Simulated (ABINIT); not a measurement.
# Si3Bi (Fm-3m): zone-centre phonons, part 2 of 3

Which modes does Si3Bi (Fm-3m) have at the zone centre?

ABINIT 10.8.3; DFT PBE, scalar-relativistic, plane waves, SPMS norm-conserving pseudopotentials.

So far. Step 4 (Relaxation): The volume changes by +3.6 % in this run and stands +9.5 % from the first cell. The relaxed cell has a = 6.836 Å (conventional setting).

The structure was built from a prototype and need not be the compound's stable phase.

**6. Zone-centre response**

At q = 0 one unit cell holds all displacements. The response is solved for single atoms along the cell's directions, and symmetry skips those that follow from others. The crystal is treated as a metal, which screens a static field, so no field response is asked.

The input, dfpt_gamma.abi:

```

# common to the responses
getwfk_filepath "gso_WFK"
kptopt 2
nqpt 1
qpt 0.0 0.0 0.0
asr 0
chneut 0

# displacements
rfphon 1
rfatpol 1 4
rfdir 1 1 1
tolvrs 1.0d-10
prtwf 0

# basis, mesh and filling
ecut 30.0
ngkpt 8 8 8
nshiftk 1
shiftk 0.0 0.0 0.0
istwfk *1
occopt 6
tsmear 0.01
nband 21
nstep 100
diemac 1000000.0
prtebands 0
prtgsr 0
useylm 1

# cell and atoms
acell 3*1.0 Angstrom
rprim 
    -3.418017083 0.0 3.418017083
    0.0 3.418017083 3.418017083
    -3.418017083 3.418017083 0.0
ntypat 2
znucl 83 14
natom 4
typat 1 2 2 2
xred 
    0.0 0.0 0.0
    0.5 0.5 0.5
    0.75 0.75 0.75
    0.25 0.25 0.25
pp_dirpath "./pseudo"
pseudos "Bi.psp8, Si.psp8"
```

On the command line:

```
> OMP_NUM_THREADS=1 mpirun -n 4 abinit dfpt_gamma.abi > dfpt_gamma.log
```

Numbers of over 12 decimals in the logs are rounded to 6 here.

dfpt_gamma.abo, the main output file:

```text
[banners, grids, parts of the stress and lines that vanish by symmetry left out]
- input  file    -> dfpt_gamma.abi
- output file    -> dfpt_gamma.abo
- root for input  files -> dfpt_gammai
- root for output files -> dfpt_gammao

 Symmetries : space group Fm -3 m (#225); Bravais cF (face-center cubic)
================================================================================
 Values of the parameters that define the memory need of the present run (RF).
     intxc =       0      iscf =       7    lmnmax =      18     lnmax =       6
     mgfft =      48  mpssoang =       3    mqgrid =    3001     natom =       4
  nloc_mem =       1    nspden =       1   nspinor =       1    nsppol =       1
      nsym =      48    n1xccc =    2501    ntypat =       2    occopt =       6
   xclevel =       2
-    mband =          21        mffmem =           1         mkmem =          65
-   mkqmem =          65        mk1mem =          65           mpw =        4279
      nfft =      110592          nkpt =         260
- my_mband =          21
================================================================================
================================================================================

--------------------------------------------------------------------------------
------------- Echo of variables that govern the present computation ------------
--------------------------------------------------------------------------------
-
- outvars: echo of selected default values
-   iomode0 =  0 , fftalg0 =312 , wfoptalg0 =  0
-
- outvars: echo of global parameters not present in the input file
-  max_nthreads =    1
-
 -outvars: echo values of preprocessed input variables
 [... echo left out ...]
================================================================================

 chkinp: Checking input parameters for consistency.

[...]
== DATASET  1 ==================================================================
-   mpi_nproc: 4, omp_nthreads: 1 (-1 if OMP is not activated)

--- !DatasetInfo
iteration_state: {dtset: 1, }
dimensions: {natom: 4, nkpt: 260, mband: 21, nsppol: 1, nspinor: 1, nspden: 1, mpw: 4279, }
cutoff_energies: {ecut:  30.0, pawecutdg:  -1.0, }
electrons: {nelect:   2.70000000E+01, charge:   0.00000000E+00, occopt:   6.00000000E+00, tsmear:   1.00000000E-02, }
meta: {optdriver: 1, rfphon: 1, }
...

 mkfilename: getwfk from: gso_WFK

 Exchange-correlation functional for the present dataset will be:
  GGA: Perdew-Burke-Ernzerhof functional - ixc=11
 Citation for XC functional:
  J.P.Perdew, K.Burke, M.Ernzerhof, PRL 77, 3865 (1996)

 Real(R)+Recip(G) space primitive vectors, cartesian coordinates (Bohr,Bohr^-1):
 R(1)= -6.4591162  0.0000000  6.4591162  G(1)= -0.0774100 -0.0774100  0.0774100
 R(2)=  0.0000000  6.4591162  6.4591162  G(2)=  0.0774100  0.0774100  0.0774100
 R(3)= -6.4591162  6.4591162  0.0000000  G(3)= -0.0774100  0.0774100 -0.0774100
 Unit cell volume ucvol=  5.3895100E+02 bohr^3
 Angles (23,13,12)=  6.00000000E+01  6.00000000E+01  6.00000000E+01 degrees
 setup1 : take into account q-point for computing boxcut.

 getcut: wavevector=  0.0000  0.0000  0.0000  ngfft=  48  48  48
         ecut(hartree)=     30.000   => boxcut(ratio)=   2.13122

--- Pseudopotential description ------------------------------------------------
- pspini: atom type   1  psp file is ./pseudo/Bi.psp8

- pspini: atom type   2  psp file is ./pseudo/Si.psp8

   2.23680831E+03                                ecore*ucvol(ha*bohr**3)
--------------------------------------------------------------------------------

 ==>  initialize data related to q vector <==

 The list of irreducible perturbations for this q vector is:
    1)    idir= 1    ipert=   1
    2)    idir= 1    ipert=   2
    3)    idir= 1    ipert=   3

[...]
The perturbation idir=   2  ipert=   1 is
 symmetric of a previously calculated perturbation.
 So, its SCF calculation is not needed.

 The perturbation idir=   3  ipert=   1 is
 symmetric of a previously calculated perturbation.
 So, its SCF calculation is not needed.

 The perturbation idir=   2  ipert=   2 is
 symmetric of a previously calculated perturbation.
 So, its SCF calculation is not needed.

 The perturbation idir=   3  ipert=   2 is
 symmetric of a previously calculated perturbation.
 So, its SCF calculation is not needed.

[...]
The perturbation idir=   2  ipert=   4 is
 symmetric of a previously calculated perturbation.
 So, its SCF calculation is not needed.

 The perturbation idir=   3  ipert=   4 is
 symmetric of a previously calculated perturbation.
 So, its SCF calculation is not needed.

--------------------------------------------------------------------------------
 Perturbation wavevector (in red.coord.)   0.000000  0.000000  0.000000
 Perturbation : displacement of atom   1   along direction   1
 Found     4 symmetries that leave the perturbation invariant.

[...]
dfpt_looppert : total number of electrons, from k and k+q
  fully or partially occupied states are    2.700000E+01 and    2.700000E+01.
 Initialisation of the first-order wave-functions :
  ireadwf=   0

--- !BeginCycle
iteration_state: {dtset: 1, }
solver: {iscf: 7, nstep: 100, nline: 4, wfoptalg: 0, }
tolerances: {tolvrs: 1.00E-10, }
...

     iter   2DEtotal(Ha)        deltaE(Ha) residm    vres2
-ETOT  1   5.505303     -1.406E+04 1.792E+01 2.187E+02
 ETOT  2   3.787631     -1.718E+00 1.772E-01 3.020E+01
 ETOT  3   3.778410     -9.222E-03 3.204E-03 1.562E+00
 ETOT  4   3.777866     -5.440E-04 2.002E-03 3.323E-01
 ETOT  5   3.777763     -1.029E-04 4.808E-05 2.548E-04
[...]
At SCF step    9       vres2   =  9.19E-12 < tolvrs=  1.00E-10 =>converged.
[...]
Mean square residual over all n,k,spin=   15.118E-12; max=  18.731E-09

 Thirteen components of 2nd-order total energy (hartree) are
 1,2,3: 0th-order hamiltonian combined with 1st-order wavefunctions
     kin0=   1.38664999E+04 eigvalue=   2.01363736E+03  local=  -7.87436560E+03
 4,5,6: 1st-order hamiltonian combined with 1st and 0th-order wfs
 loc psp =  -4.18252172E+03  Hartree=   1.48510740E+03     xc=  -3.06387762E+02
 note that "loc psp" includes a xc core correction that could be resolved
 7,8,9: eventually, occupation + non-local contributions
    edocc=   3.43649832E+01     enl0=   4.84600132E+03   enl1=  -2.39471935E+04
 1-9 gives the relaxation energy (to be shifted if some occ is /=2.0)
   erelax=  -1.40648576E+04
 10,11,12 Non-relaxation  contributions : frozen-wavefunctions and Ewald
 fr.local=   1.96829731E+03 fr.nonlo=   1.19665372E+04  Ewald=   1.16731487E+02
 13,14 Frozen wf xc core corrections (1) and (2)
 frxc 1  =  -5.27227101E+02  frxc 2 =   5.44296466E+02
 Resulting in :
 2DEtotal=    0.3777762531E+01 Ha. Also 2DEtotal=    0.102798155375E+03 eV
    (2DErelax=   -1.4064857604E+04 Ha. 2DEnonrelax=    1.4068635367E+04 Ha)
    (  non-var. 2DEtotal :    3.7777640675E+00 Ha)

[...]
Perturbation wavevector (in red.coord.)   0.000000  0.000000  0.000000
 Perturbation : displacement of atom   2   along direction   1
 Found     4 symmetries that leave the perturbation invariant.

[...]
dfpt_looppert : total number of electrons, from k and k+q
  fully or partially occupied states are    2.700000E+01 and    2.700000E+01.
 Initialisation of the first-order wave-functions :
  ireadwf=   0

--- !BeginCycle
iteration_state: {dtset: 1, }
solver: {iscf: 7, nstep: 100, nline: 4, wfoptalg: 0, }
tolerances: {tolvrs: 1.00E-10, }
...

     iter   2DEtotal(Ha)        deltaE(Ha) residm    vres2
-ETOT  1  0.195838     -1.242E+02 6.110E-01 1.531E+03
[...]
At SCF step    9       vres2   =  1.29E-11 < tolvrs=  1.00E-10 =>converged.
[...]
Mean square residual over all n,k,spin=   57.810E-12; max=  29.143E-09

 Thirteen components of 2nd-order total energy (hartree) are
 1,2,3: 0th-order hamiltonian combined with 1st-order wavefunctions
     kin0=   1.05298042E+02 eigvalue=  -4.90708739E+00  local=  -5.46234032E+01
 4,5,6: 1st-order hamiltonian combined with 1st and 0th-order wfs
 loc psp =  -8.12969431E+01  Hartree=   3.07304443E+01     xc=  -1.14281571E+01
 note that "loc psp" includes a xc core correction that could be resolved
 7,8,9: eventually, occupation + non-local contributions
    edocc=   9.63256380E+00     enl0=   4.98299914E+01   enl1=  -1.67767844E+02
 1-9 gives the relaxation energy (to be shifted if some occ is /=2.0)
   erelax=  -1.24532394E+02
 10,11,12 Non-relaxation  contributions : frozen-wavefunctions and Ewald
 fr.local=  -1.60159286E+01 fr.nonlo=   8.41139141E+01  Ewald=   5.96627601E+01
 13,14 Frozen wf xc core corrections (1) and (2)
 frxc 1  =  -1.18141044E+01  frxc 2 =   8.42089874E+00
 Resulting in :
 2DEtotal=   -0.1648536945E+00 Ha. Also 2DEtotal=   -0.448589755457E+01 eV
    (2DErelax=   -1.2453239353E+02 Ha. 2DEnonrelax=    1.2436753983E+02 Ha)
    (  non-var. 2DEtotal :   -1.6485394766E-01 Ha)

[...]
Perturbation wavevector (in red.coord.)   0.000000  0.000000  0.000000
 Perturbation : displacement of atom   3   along direction   1
 Found     2 symmetries that leave the perturbation invariant.

--------------------------------------------------------------------------------

--------------------------------------------------------------------------------

 dfpt_looppert : total number of electrons, from k and k+q
  fully or partially occupied states are    2.700000E+01 and    2.700000E+01.
 Initialisation of the first-order wave-functions :
  ireadwf=   0

--- !BeginCycle
iteration_state: {dtset: 1, }
solver: {iscf: 7, nstep: 100, nline: 4, wfoptalg: 0, }
tolerances: {tolvrs: 1.00E-10, }
...

     iter   2DEtotal(Ha)        deltaE(Ha) residm    vres2
-ETOT  1   1.371673     -1.263E+02 9.211E-01 1.745E+03
[...]
ETOT  8  0.977162     -2.625E-11 1.771E-06 1.007E-09
 ETOT  9  0.977162     -1.265E-12 3.442E-07 1.619E-11

 At SCF step    9       vres2   =  1.62E-11 < tolvrs=  1.00E-10 =>converged.
[...]
Mean square residual over all n,k,spin=   27.568E-11; max=  34.422E-08

 Thirteen components of 2nd-order total energy (hartree) are
 1,2,3: 0th-order hamiltonian combined with 1st-order wavefunctions
     kin0=   1.07784216E+02 eigvalue=  -4.96290191E+00  local=  -5.62625801E+01
 4,5,6: 1st-order hamiltonian combined with 1st and 0th-order wfs
 loc psp =  -8.14445585E+01  Hartree=   3.10415090E+01     xc=  -1.14702099E+01
 note that "loc psp" includes a xc core correction that could be resolved
 7,8,9: eventually, occupation + non-local contributions
    edocc=   9.57908683E+00     enl0=   5.09514346E+01   enl1=  -1.71876550E+02
 1-9 gives the relaxation energy (to be shifted if some occ is /=2.0)
   erelax=  -1.26660554E+02
 10,11,12 Non-relaxation  contributions : frozen-wavefunctions and Ewald
 fr.local=  -1.48734848E+01 fr.nonlo=   8.62787339E+01  Ewald=   5.96627601E+01
 13,14 Frozen wf xc core corrections (1) and (2)
 frxc 1  =  -1.17029620E+01  frxc 2 =   8.27266845E+00
 Resulting in :
 2DEtotal=    0.9771616375E+00 Ha. Also 2DEtotal=    0.265899227421E+02 eV
    (2DErelax=   -1.2666055393E+02 Ha. 2DEnonrelax=    1.2763771557E+02 Ha)
    (  non-var. 2DEtotal :    9.7716132701E-01 Ha)

[...]
---- first-order wavefunction calculations are completed ----

 ==> Compute Derivative Database <==

 [... matrices left out ...]
  Phonon wavevector (reduced coordinates) :  0.00000  0.00000  0.00000
 Phonon energies in Hartree :
  -2.479347E-04 -2.479347E-04 -2.479347E-04  2.347440E-06  2.347441E-06
   2.347443E-06  3.494971E-04  3.494971E-04  3.494971E-04  6.906813E-04
   6.906813E-04  6.906813E-04
 Phonon frequencies in cm-1    :
- -5.441537E+01 -5.441537E+01 -5.441537E+01  5.152035E-01  5.152036E-01
-  5.152042E-01  7.670574E+01  7.670574E+01  7.670574E+01  1.515870E+02
-  1.515870E+02  1.515870E+02

== END DATASET(S) ==============================================================
================================================================================

 -outvars: echo values of variables after computation
            acell      1.8897261259E+00  1.8897261259E+00  1.8897261259E+00 Bohr
           etotal      9.7716163747E-01
            fcart      0.0000000000E+00  0.0000000000E+00  0.0000000000E+00
           strten      0.0000000000E+00  0.0000000000E+00  0.0000000000E+00
================================================================================
```

Elapsed: 3.5 min, on 4 MPI ranks of Arm Neoverse V2, shared host; 14 min of CPU time.

Read from the output:

```yaml
largest_acoustic_frequency_at_the_zone_centre_before_the_sum_rule: 0.52 cm⁻¹
highest_optical_zone_centre_mode_no_lo_to_term: 151.6 cm⁻¹
lowest_optical_zone_centre_mode: -54.42 cm⁻¹
```

The acoustic modes at Γ come out as far as 0.5 cm⁻¹ from zero, where they should vanish, a small numerical error. The lowest optical mode is imaginary, 54i cm⁻¹, an instability at this level and on this k mesh.

[end of part 2 of 3]

[Host names and launcher messages were left out of these logs when they were recorded.]

[Logs are printed without paths, hosts, clocks, repeated set-up lines and the standing remarks that a program may print on its own settings, such as how far it seeks lower states.]

[Hosts, paths, dates, database ids (printed as entryN), source tags and the programs' standing remarks are cut or masked in the printed files.]
